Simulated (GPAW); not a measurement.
# TiO2 (Rutile): G0W0 on several meshes in GPAW

How does the mesh move the gap of TiO2 (Rutile)?

Main program and level: GPAW 26.7.0; LDA and many-body steps on it, plane waves.

### 1. Set-up

It takes space group P4_2/mnm (No. 136, tetragonal). Conventional cell: a = 4.592 Å, b = 4.592 Å, c = 2.957 Å, α = 90.00°, β = 90.00°, γ = 90.00°. Nearest to Ti lie 6 O at 1.95 to 1.98 Å. O has 3 Ti at 1.95 to 1.98 Å nearest. Farther neighbours and most contacts between anions are not listed.

Structure file:

```cif
data_structure
_symmetry_space_group_name_H-M 'P 1'
_symmetry_Int_Tables_number 1
_cell_length_a 4.5922
_cell_length_b 4.5922
_cell_length_c 2.9574
_cell_angle_alpha 90.000
_cell_angle_beta 90.000
_cell_angle_gamma 90.000
_cell_volume 62.37
loop_
_atom_site_label
_atom_site_type_symbol
_atom_site_fract_x
_atom_site_fract_y
_atom_site_fract_z
_atom_site_occupancy
Ti1 Ti 0.00000 0.00000 0.00000 1
Ti2 Ti 0.50000 0.50000 0.50000 1
O3 O 0.30496 0.30496 0.00000 1
O4 O 0.19504 0.80496 0.50000 1
O5 O 0.69504 0.69504 0.00000 1
O6 O 0.80496 0.19504 0.50000 1
```

The cell and positions come from the Crystallography Open Database and are kept as given unless a step says otherwise.

### 2. Empty states on the mesh, 4×4×6 mesh, 410 bands

This step: GPAW 26.7.0; DFT, LDA, plane waves, PAW.

The sums over transitions need many empty states on a uniform mesh; this step solves for them.

The input, run.py:

```python
import json
import numpy as np
from gpaw.mpi import world
from gpaw import GPAW

calc = GPAW('gs.gpw').fixed_density(kpts={'size': (4, 4, 6), 'gamma': True},
    parallel={'domain': 1, 'band': 1},
    txt='nscf.txt')
calc.diagonalize_full_hamiltonian(nbands=410)
calc.write('full.gpw', mode='all')
res = {}
kpts = calc.get_ibz_k_points()
res['kpts'] = kpts
res['eigenvalues'] = [calc.get_eigenvalues(kpt=k) for k in range(len(kpts))]
res['n_electrons'] = calc.get_number_of_electrons()

if world.rank == 0:
    with open('result.json', 'w') as f:
        json.dump(res, f, default=lambda x: x.tolist())
```

Command:

```bash
mpirun -n 4 gpaw python run.py
```

Numbers of over 12 decimals in the logs are rounded to 6 here.

The program printed:

```text
Diagonalizing LCAO Hamiltonian
Converting LCAO to pw mode
convergence criteria:
- Maximum integral of absolute [eigenst]ate change: 4e-08 eV^2 / valence electron
maximum number of iterations: 100

SCF iterations
|iter     |     time |      energy | eigst |  dens |
|iter:   1|  |             | +0.17 |       |
|iter:   2|  |             | -1.80 |       |
|iter:   3|  |             | -3.05 |       |
[...]
|iter:   7|  |             | -6.40 |       |
|iter:   8|  |             | -7.14 |       |
|iter:   9|  |             | -7.52c|       |
SCF steps: 9
  __  _  _
 | _ |_)|_||  |
 |__||  | ||/\| - 26.7.0

Input parameters:
  mode=PW(ecut=600.0),
  convergence={'density': 1e-06, 'bands': -3},
  gpts=array([27, 27, 18]),
  kpts=MonkhorstPack(size=(4, 4, 6), gamma=True),
  maxiter=100,
  nbands=33,
  occupations=Occupations(name='fermi-dirac', width=0.001, fixmagmom=False),
  parallel={'domain': 1, 'band': 1},
  xc=XC(name='LDA')
Matrix size: 2092x2092
# Writing to full.gpw (mode='all')
  [... matrices ...]

timing:  # [seconds]
  Total: 33.436  # ━━━━━━━━━━━━━━━━━━━━━━━━━━━━━━━━━━━━━━━━━━━━━━━━━━━━━━━━━━
```

Elapsed: 42 s, on 4 MPI ranks of AMD EPYC 9R14 (Zen 4), shared host; peak memory 2.5 GiB.

Numbers from this step:

```yaml
gap: 1.823 eV
k_of_the_valence_top: 0, 0, 0
k_of_the_conduction_bottom: 0, 0, 0
least_direct_gap: 1.823 eV
k_points_computed: 28
lowest_point_of_the_top_converged_band_above_the_valence_top: 181.7620 eV
```

On this mesh the gap is 1.823 eV.

### 3. 4×4×6

Now the one-shot GW correction: screening in the RPA, then the self-energy of the levels asked for.

This step: G0W0 on LDA, plane waves, PAW.

The input, run.py:

```python
import json
import numpy as np
from gpaw.mpi import world
from gpaw.response.g0w0 import G0W0

gw = G0W0('full.gpw',
    filename='gw',
    kpts=[0],
    bands=(22, 26),
    ecut=120,
    nbands=186,
    integrate_gamma='WS',
    ppa=True)
gw.calculate()
res = {mode: {k: v for k, v in r.items() if k != 'sigma_eskwn'}
       for mode, r in gw.all_results.items()}

if world.rank == 0:
    with open('result.json', 'w') as f:
        json.dump(res, f, default=lambda x: x.tolist())
```

Command:

```bash
mpirun -n 4 gpaw python run.py
```

The program printed:

```text
Using integrator: PointIntegrator
FrequencyGridDescriptor(from 0.000+0.000j to 0.000+27.211j eV, 2 points)
Nonperiodic BCs:  [False False False]
Using integrator: PointIntegrator
FrequencyGridDescriptor(from 0.000+0.000j to 0.000+27.211j eV, 2 points)
Nonperiodic BCs:  [False False False]
  ___  _ _ _
 |   || | | |
 | | || | | |
 |__ ||_____|
 |___|

BZ k-points: Symmetries present (total): 8

  [... matrices ...]
96 k-points: 4 x 4 x 6 Monkhorst-Pack grid + [1/8,1/8,1/12]
28 k-points in the irreducible part of the Brillouin zone
       k-points in crystal coordinates                weights
   0:     0.00000000    0.00000000    0.00000000          1/96
   1:     0.00000000    0.00000000    0.16666667          2/96
   2:     0.00000000    0.00000000    0.33333333          2/96
   3:     0.00000000    0.00000000    0.50000000          1/96
   4:     0.25000000   -0.25000000    0.00000000          2/96
   5:     0.25000000   -0.25000000    0.16666667          4/96
   6:     0.25000000   -0.25000000    0.33333333          4/96
   7:     0.25000000   -0.25000000    0.50000000          2/96
   8:     0.25000000    0.00000000    0.00000000          4/96
   9:     0.25000000    0.00000000    0.16666667          8/96
          ...
  27:     0.50000000    0.50000000    0.50000000          1/96

Distributing spins, k-points and bands (1 x 1 x 4) over 4 processes
Number of blocks: 1

Quasi particle states:
k-points (IBZ indices): [0]
Band range: (22, 26)
  [... matrices ...]
Computational parameters:
Plane wave cut-off: 120 eV
Number of bands: 186
Coulomb cutoff: None
Broadening: 0.1 eV

fxc modes: GW
Kernel: RPA
Using Godby-Needs plasmon-pole approximation:
  Fitting energy: i*E0, E0 = 1.000 Hartree
Summing all q:

Calculating screened Coulomb potential
No Coulomb truncation
FrequencyGridDescriptor(from 0.000+0.000j to 0.000+27.211j eV, 2 points)
Removing empty qpoint cache files...

Calculating chi0 body with:
    Ground state adapter containing:
    Number of spins: 1
    Number of kpoints: 96
    Number of irreducible kpoints: 28
    Number of completely occupied states: 24
    Number of partially occupied states: 24
    Occupied states memory: 4.805419921875 M / cpu

    Linear response parametrization:
    q_c: [0.0, 0.0, 1.3877787807814457e-17]
    Number of frequency points: 2
    Planewave cutoff: 120.0
    Number of bands: 186
    Number of planewaves: 181
    Broadening (eta): 1e-06
    comm.size: 4
    kncomm.size: 4
    blockcomm.size: 1

    Memory estimate of potentially large arrays:
        chi0_wGG: 0.999786 M / cpu
Integrating chi0 body.

Symmetries of q_c:
    Direct symmetries (Uq -> q): 8
    Indirect symmetries (TUq -> q): 0
In total 8 allowed symmetries.

  [... matrices ...]
28 groups of equivalent kpoints. 70.833333% reduction.

Integral kind: response function
Integrating chi0 head and wings.

Symmetries of q_c:
    Direct symmetries (Uq -> q): 8
    Indirect symmetries (TUq -> q): 0
In total 8 allowed symmetries.

  [... matrices ...]
28 groups of equivalent kpoints. 70.833333% reduction.

Integral kind: response function wings

Calculating chi0 body with:
    Ground state adapter containing:
    Number of spins: 1
    Number of kpoints: 96
    Number of irreducible kpoints: 28
    Number of completely occupied states: 24
    Number of partially occupied states: 24
[... the further q-points ...]

Results:
f:      Occupation numbers
eps:     KS-eigenvalues [eV]
vxc:     KS vxc [eV]
exx:     Exact exchange [eV]
sigma:   Self-energies [eV]
dsigma:  Self-energy derivatives
Z:       Renormalization factors
qp:      QP-energies [eV]

k-point 0 (0): (0.000, 0.000, 0.000)                GW
band       f     eps     vxc     exx   sigma  dsigma       Z      qp
                                                                   GW
  22   1.000   4.837 -21.719 -26.023   4.452  -0.313   0.762   4.949
  23   1.000   5.283 -21.477 -25.959   4.651  -0.325   0.755   5.411
  24   0.000   7.106 -22.022 -13.410  -5.988  -0.310   0.764   9.109
  25   0.000   7.394 -21.601 -13.352  -5.785  -0.308   0.764   9.277
```

Run time: 4.6 min. Hardware: 4 MPI ranks; peak memory 2.1 GiB.

This step gave:

- G0W0 gap on the points computed: 3.698 eV
- least direct G0W0 gap on the computed points: 3.698 eV
- Z at the valence top: 0.7548
- Z at the conduction bottom: 0.7636
- starting gap on the mesh: 1.823 eV
- k of the valence top: 0, 0, 0
- k of the conduction bottom: 0, 0, 0

The gap on the mesh goes from 1.82 eV to 3.70 eV, a correction of +1.88 eV.

### 4. Empty states on the mesh, 4×4×4 mesh, 196 bands

This step: DFT, LDA, plane waves, PAW.

The input, run.py:

```python
import json
import numpy as np
from gpaw.mpi import world
from gpaw import GPAW

calc = GPAW('gs.gpw').fixed_density(kpts={'size': (4, 4, 4), 'gamma': True},
    parallel={'domain': 1, 'band': 1},
    txt='nscf.txt')
calc.diagonalize_full_hamiltonian(nbands=196)
calc.write('full.gpw', mode='all')
res = {}
kpts = calc.get_ibz_k_points()
res['kpts'] = kpts
res['eigenvalues'] = [calc.get_eigenvalues(kpt=k) for k in range(len(kpts))]
res['n_electrons'] = calc.get_number_of_electrons()

if world.rank == 0:
    with open('result.json', 'w') as f:
        json.dump(res, f, default=lambda x: x.tolist())
```

Command:

```bash
mpirun -n 4 gpaw python run.py
```

The program printed:

```text
Diagonalizing LCAO Hamiltonian
Converting LCAO to pw mode
convergence criteria:
- Maximum integral of absolute [eigenst]ate change: 4e-08 eV^2 / valence electron
maximum number of iterations: 100

SCF iterations
|iter     |     time |      energy | eigst |  dens |
|iter:   1|  |             | +0.16 |       |
|iter:   2|  |             | -1.81 |       |
|iter:   3|  |             | -3.06 |       |
[...]
|iter:   7|  |             | -6.55 |       |
|iter:   8|  |             | -7.29 |       |
|iter:   9|  |             | -7.69c|       |
SCF steps: 9
  __  _  _
 | _ |_)|_||  |
 |__||  | ||/\| - 26.7.0

Input parameters:
  mode=PW(ecut=600.0),
  convergence={'density': 1e-06, 'bands': -3},
  gpts=array([27, 27, 18]),
  kpts=MonkhorstPack(size=(4, 4, 4), gamma=True),
  maxiter=100,
  nbands=33,
  occupations=Occupations(name='fermi-dirac', width=0.001, fixmagmom=False),
  parallel={'domain': 1, 'band': 1},
  xc=XC(name='LDA')
Matrix size: 2092x2092
# Writing to full.gpw (mode='all')
  [... matrices ...]

timing:  # [seconds]
  Total: 25.313  # ━━━━━━━━━━━━━━━━━━━━━━━━━━━━━━━━━━━━━━━━━━━━━━━━━━━━━━━━━━
```

Elapsed: 33 s, on 4 MPI ranks; peak memory 2.3 GiB.

Numbers from this step:

| Quantity | Value |
| --- | --- |
| gap | 1.823 eV |
| k of the valence top | 0, 0, 0 |
| k of the conduction bottom | 0, 0, 0 |
| least direct gap | 1.823 eV |
| k points computed | 21 |
| lowest point of the top converged band, above the valence top | 100.9468 eV |

On this mesh the gap is 1.823 eV.

### 5. 4×4×4

This step: G0W0 on LDA, plane waves, PAW.

The input, run.py:

```python
import json
import numpy as np
from gpaw.mpi import world
from gpaw.response.g0w0 import G0W0

gw = G0W0('full.gpw',
    filename='gw',
    kpts=[0],
    bands=(22, 26),
    ecut=120,
    nbands=186,
    integrate_gamma='WS',
    ppa=True)
gw.calculate()
res = {mode: {k: v for k, v in r.items() if k != 'sigma_eskwn'}
       for mode, r in gw.all_results.items()}

if world.rank == 0:
    with open('result.json', 'w') as f:
        json.dump(res, f, default=lambda x: x.tolist())
```

Command:

```bash
mpirun -n 4 gpaw python run.py
```

The program printed:

```text
Using integrator: PointIntegrator
FrequencyGridDescriptor(from 0.000+0.000j to 0.000+27.211j eV, 2 points)
Nonperiodic BCs:  [False False False]
Using integrator: PointIntegrator
FrequencyGridDescriptor(from 0.000+0.000j to 0.000+27.211j eV, 2 points)
Nonperiodic BCs:  [False False False]
  ___  _ _ _
 |   || | | |
 | | || | | |
 |__ ||_____|
 |___|

BZ k-points: Symmetries present (total): 8

  [... matrices ...]
64 k-points: 4 x 4 x 4 Monkhorst-Pack grid + [1/8,1/8,1/8]
21 k-points in the irreducible part of the Brillouin zone
       k-points in crystal coordinates                weights
   0:     0.00000000    0.00000000    0.00000000          1/64
   1:     0.00000000    0.00000000    0.25000000          2/64
   2:     0.00000000    0.00000000    0.50000000          1/64
[...]
9:     0.25000000    0.25000000    0.00000000          2/64
          ...
  20:     0.50000000    0.50000000    0.50000000          1/64

Distributing spins, k-points and bands (1 x 1 x 4) over 4 processes
Number of blocks: 1

Quasi particle states:
k-points (IBZ indices): [0]
Band range: (22, 26)
  [... matrices ...]
Computational parameters:
Plane wave cut-off: 120 eV
Number of bands: 186
Coulomb cutoff: None
Broadening: 0.1 eV

fxc modes: GW
Kernel: RPA
Using Godby-Needs plasmon-pole approximation:
  Fitting energy: i*E0, E0 = 1.000 Hartree
Summing all q:

Calculating screened Coulomb potential
No Coulomb truncation
FrequencyGridDescriptor(from 0.000+0.000j to 0.000+27.211j eV, 2 points)
Removing empty qpoint cache files...

Calculating chi0 body with:
    Ground state adapter containing:
    Number of spins: 1
    Number of kpoints: 64
    Number of irreducible kpoints: 21
    Number of completely occupied states: 24
    Number of partially occupied states: 24
    Occupied states memory: 4.805419921875 M / cpu

    Linear response parametrization:
    q_c: [0.0, 0.0, 0.0]
    Number of frequency points: 2
    Planewave cutoff: 120.0
    Number of bands: 186
    Number of planewaves: 181
    Broadening (eta): 1e-06
    comm.size: 4
    kncomm.size: 4
    blockcomm.size: 1

    Memory estimate of potentially large arrays:
        chi0_wGG: 0.999786 M / cpu
Integrating chi0 body.

Symmetries of q_c:
    Direct symmetries (Uq -> q): 8
    Indirect symmetries (TUq -> q): 0
In total 8 allowed symmetries.

  [... matrices ...]
21 groups of equivalent kpoints. 67.1875% reduction.

Integral kind: response function
Integrating chi0 head and wings.

Symmetries of q_c:
    Direct symmetries (Uq -> q): 8
    Indirect symmetries (TUq -> q): 0
In total 8 allowed symmetries.

  [... matrices ...]
21 groups of equivalent kpoints. 67.1875% reduction.

Integral kind: response function wings

Calculating chi0 body with:
    Ground state adapter containing:
    Number of spins: 1
    Number of kpoints: 64
    Number of irreducible kpoints: 21
    Number of completely occupied states: 24
    Number of partially occupied states: 24
    Occupied states memory: 4.805419921875 M / cpu

[... the further q-points ...]

Results:
f:      Occupation numbers
eps:     KS-eigenvalues [eV]
vxc:     KS vxc [eV]
exx:     Exact exchange [eV]
sigma:   Self-energies [eV]
dsigma:  Self-energy derivatives
Z:       Renormalization factors
qp:      QP-energies [eV]

k-point 0 (0): (0.000, 0.000, 0.000)                GW
band       f     eps     vxc     exx   sigma  dsigma       Z      qp
                                                                   GW
  22   1.000   4.837 -21.719 -26.040   4.463  -0.314   0.761   4.946
  23   1.000   5.283 -21.477 -25.964   4.653  -0.325   0.754   5.408
  24   0.000   7.106 -22.022 -13.348  -6.038  -0.309   0.764   9.120
  25   0.000   7.394 -21.601 -13.326  -5.805  -0.307   0.765   9.285
```

The job ended after 2.6 min (4 MPI ranks; peak memory 1.6 GiB).

Numbers from this step:

```
G0W0 gap on the points computed              : 3.711 eV
least direct G0W0 gap on the computed points : 3.711 eV
Z at the valence top                         : 0.7545
Z at the conduction bottom                   : 0.7642
starting gap on the mesh                     : 1.823 eV
k of the valence top                         : 0, 0, 0
k of the conduction bottom                   : 0, 0, 0
```

Against G0W0 in GPAW (4×4×6 mesh, 186 bands, screening to 120 eV, Godby-Needs plasmon pole), the gap moves by +0.013 eV.

### 6. The runs together

Times are wall times on 4 MPI ranks of AMD EPYC 9R14 (Zen 4), shared host, good to a factor of about two.

```
  run   mesh  bands  screening cutoff (eV)  DFT gap (eV)  gap on the mesh (eV)  direct (eV)     time
4×4×6  4×4×6    186                    120         1.823                 3.698        3.698  4.6 min
4×4×4  4×4×4    186                    120         1.823                 3.711        3.711  2.6 min
```

### 7. Results

```yaml
4x4x6: 3.698 eV
4x4x4: 3.711 eV
known_limits: not at the basis limit; coarse k mesh
```

4×4×4: +0.013 eV against 4×4×6. Bands and cutoff are finite, so the gap is not at the basis limit. The miss can reach some tenths of an eV and take either sign; the mesh is an error of its own. These stock PAW sets were not made for GW. In the G0W0 runs levels were corrected at 1 k point alone, so a gap called «on the mesh» is the least over those, and an edge elsewhere would be missed.

[Paths, hosts, dates, memory and timing lines, banners, echoed tables and standing remarks are left out of the program output.]

[Logs are printed without paths, hosts, clocks, repeated set-up lines and the standing remarks that a program may print on its own settings, such as how far it seeks lower states.]

[Runs of the session that timed out or met a known fault of the program may be left out.]

[Hosts, paths, dates, database ids (printed as entryN), source tags and the programs' standing remarks are cut or masked in the printed files.]
